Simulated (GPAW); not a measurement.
# CaGaSiH (P3m1): G0W0 on several meshes in GPAW

Wanted: mesh dependence and cost of G0W0 for CaGaSiH (P3m1).

Main program and level: GPAW 26.7.0; LDA and many-body steps on it, plane waves.

This is a report of a sequence of runs, with most program output left out.

## Step 1: Starting point

It takes space group P3m1 (No. 156, trigonal). Conventional cell: a = 4.091 Å, b = 4.091 Å, c = 4.763 Å, α = 90.00°, β = 90.00°, γ = 120.00°. Ca has 3 H at 2.39 Å and 3 Si at 3.14 Å and 3 Ga at 3.17 Å nearest. Ga has 1 H at 1.75 Å and 3 Si at 2.43 Å nearest. Nearest to Si lie 3 Ga at 2.43 Å and 3 Ca at 3.14 Å. Nearest to H lie 1 Ga at 1.75 Å and 3 Ca at 2.39 Å. Farther neighbours are not listed.

As a file:

```cif
data_structure
_symmetry_space_group_name_H-M 'P3m1'
_symmetry_Int_Tables_number 156
_cell_length_a 4.0911
_cell_length_b 4.0911
_cell_length_c 4.7628
_cell_angle_alpha 90.000
_cell_angle_beta 90.000
_cell_angle_gamma 120.000
_cell_volume 69.04
loop_
_atom_site_label
_atom_site_type_symbol
_atom_site_symmetry_multiplicity
_atom_site_Wyckoff_symbol
_atom_site_fract_x
_atom_site_fract_y
_atom_site_fract_z
_atom_site_occupancy
Ca1 Ca 1 b 0.33333 0.66667 0.00000 1
Ga1 Ga 1 a 0.00000 0.00000 0.55680 1
Si1 Si 1 c 0.66667 0.33333 0.43370 1
H1 H 1 a 0.00000 0.00000 0.92500 1
```

The cell and positions come from the Crystallography Open Database and are kept as given unless a step says otherwise.

## Step 2: Empty states on the mesh, 3×3×2 mesh, 242 bands

This step: GPAW 26.7.0; DFT, LDA, plane waves, PAW.

The sums over transitions need many empty states on a uniform mesh; this step solves for them.

The input, run.py:

```python
import json
import numpy as np
from gpaw.mpi import world
from gpaw import GPAW

calc = GPAW('gs.gpw').fixed_density(kpts={'size': (3, 3, 2), 'gamma': True},
    parallel={'domain': 1, 'band': 1},
    txt='nscf.txt')
calc.diagonalize_full_hamiltonian(nbands=242)
calc.write('full.gpw', mode='all')
res = {}
kpts = calc.get_ibz_k_points()
res['kpts'] = kpts
res['eigenvalues'] = [calc.get_eigenvalues(kpt=k) for k in range(len(kpts))]
res['n_electrons'] = calc.get_number_of_electrons()

if world.rank == 0:
    with open('result.json', 'w') as f:
        json.dump(res, f, default=lambda x: x.tolist())
```

Started as:

```
$ mpirun -n 4 gpaw python run.py
```

The job ended after 31 s (4 MPI ranks of Arm Neoverse V1, shared host; peak memory 2 GiB).

Numbers from this step:

```yaml
gap: 0.3314 eV
k_of_the_valence_top: 0, 0, 0.5
k_of_the_conduction_bottom: 0.3333, 0.3333, 0
least_direct_gap: 1.278 eV
k_points_computed: 6
lowest_point_of_the_top_converged_band_above_the_valence_top: 117.5530 eV
```

On this mesh the gap is 0.331 eV.

## Step 3: 3×3×2

Now the one-shot GW correction: screening in the RPA, then the self-energy of the levels asked for.

This step: G0W0 on LDA, plane waves, PAW.

The input, run.py:

```python
import json
import numpy as np
from gpaw.mpi import world
from gpaw.response.g0w0 import G0W0

gw = G0W0('full.gpw',
    filename='gw',
    kpts=[0, 1, 4],
    bands=(7, 11),
    ecut=39,
    nbands=38,
    integrate_gamma='WS',
    ppa=True)
gw.calculate()
res = {mode: {k: v for k, v in r.items() if k != 'sigma_eskwn'}
       for mode, r in gw.all_results.items()}

if world.rank == 0:
    with open('result.json', 'w') as f:
        json.dump(res, f, default=lambda x: x.tolist())
```

Started as:

```
$ mpirun -n 4 gpaw python run.py
```

It took 8 s on 4 MPI ranks; peak memory 1.1 GiB; 32 s of CPU time.

This step gave:

* G0W0 gap on the points computed: 0.9543 eV
* least direct G0W0 gap on the computed points: 1.860 eV
* Z at the valence top: 0.7817
* Z at the conduction bottom: 0.7898
* starting gap on the mesh: 0.3314 eV
* k of the valence top: 0, 0, 0.5
* k of the conduction bottom: 0.3333, 0.3333, 0

The gap on the mesh goes from 0.33 eV to 0.95 eV, a correction of +0.62 eV.

## Step 4: Empty states on the mesh, 3×3×4 mesh, 48 bands

This step: DFT, LDA, plane waves, PAW.

The input, run.py:

```python
import json
import numpy as np
from gpaw.mpi import world
from gpaw import GPAW

calc = GPAW('gs.gpw').fixed_density(kpts={'size': (3, 3, 4), 'gamma': True},
    nbands=56,
    convergence={'bands': 48},
    txt='nscf.txt')
calc.write('full.gpw', mode='all')
res = {}
kpts = calc.get_ibz_k_points()
res['kpts'] = kpts
res['eigenvalues'] = [calc.get_eigenvalues(kpt=k) for k in range(len(kpts))]
res['n_electrons'] = calc.get_number_of_electrons()

if world.rank == 0:
    with open('result.json', 'w') as f:
        json.dump(res, f, default=lambda x: x.tolist())
```

Started as:

```
$ mpirun -n 4 gpaw python run.py
```

Elapsed: 9.7 s, on 4 MPI ranks; peak memory 0.68 GiB; 38 s of CPU time.

This step gave:

| Item | Value |
| --- | --- |
| gap | 0.3314 eV |
| k of the valence top | 0, 0, 0.5 |
| k of the conduction bottom | 0.3333, 0.3333, 0 |
| least direct gap | 1.278 eV |
| k points computed | 10 |
| lowest point of the top converged band, above the valence top | 27.13 eV |

On this mesh the gap is 0.331 eV.

## Step 5: 3×3×4

This step: G0W0 on LDA, plane waves, PAW.

The input, run.py:

```python
import json
import numpy as np
from gpaw.mpi import world
from gpaw.response.g0w0 import G0W0

gw = G0W0('full.gpw',
    filename='gw',
    kpts=[0, 2, 7],
    bands=(7, 11),
    ecut=39,
    nbands=38,
    integrate_gamma='WS',
    ppa=True)
gw.calculate()
res = {mode: {k: v for k, v in r.items() if k != 'sigma_eskwn'}
       for mode, r in gw.all_results.items()}

if world.rank == 0:
    with open('result.json', 'w') as f:
        json.dump(res, f, default=lambda x: x.tolist())
```

Started as:

```
$ mpirun -n 4 gpaw python run.py
```

Elapsed: 13 s, on 4 MPI ranks; peak memory 1.3 GiB; 52 s of CPU time.

This step gave:

| Property | Result |
| --- | --- |
| G0W0 gap on the points computed | 1.006 eV |
| least direct G0W0 gap on the computed points | 1.920 eV |
| Z at the valence top | 0.7830 |
| Z at the conduction bottom | 0.7924 |
| starting gap on the mesh | 0.3314 eV |
| k of the valence top | 0, 0, 0.5 |
| k of the conduction bottom | 0.3333, 0.3333, 0 |

Against G0W0 in GPAW (3×3×2 mesh, 38 bands, screening to 39 eV, Godby-Needs plasmon pole), the gap moves by +0.052 eV.

## Step 6: Side by side

Times are wall times on 4 MPI ranks of Arm Neoverse V1, shared host, good to a factor of about two.

```
  run   mesh  bands  screening cutoff (eV)  DFT gap (eV)  gap on the mesh (eV)  direct (eV)  time
3×3×2  3×3×2     38                     39         0.331                 0.954        1.860   8 s
3×3×4  3×3×4     38                     39         0.331                 1.006        1.920  13 s
```

## Step 7: Summary of results

```
3×3×2        : 0.954 eV
3×3×4        : 1.006 eV
known limits : not at the basis limit; no spin-orbit coupling; coarse k mesh
```

3×3×4: +0.052 eV against 3×3×2. Bands and cutoff are finite, so the gap is not at the basis limit. The miss can reach some tenths of an eV and take either sign; the mesh is an error of its own. These stock PAW sets were not made for GW; the filled d or f shell of Ga lies in the frozen core, which bears on start and correction. In the G0W0 runs levels were corrected at 3 k points alone, so a gap called «on the mesh» is the least over those, and an edge elsewhere would be missed. A denser mesh or path gives a starting gap of 0.13 eV: the GW mesh misses a band edge, so its gaps are not the fundamental one. The 3×3×2 mesh is coarse for this cell, which bears on the long-range parts of exchange and screening. Mesh or cutoff lie under what a gap needs, so these runs test behaviour and cost; their gaps are not to be quoted. The many-body steps are scalar-relativistic: spin-orbit coupling is not in them.

[Paths, hosts, dates, memory and timing lines, banners, echoed tables and standing remarks are left out of the program output.]

[Logs are printed without paths, hosts, clocks, repeated set-up lines and the standing remarks that a program may print on its own settings, such as how far it seeks lower states.]

[Runs of the session that timed out or met a known fault of the program may be left out.]

[Hosts, paths, dates, database ids (printed as entryN), source tags and the programs' standing remarks are cut or masked in the printed files.]
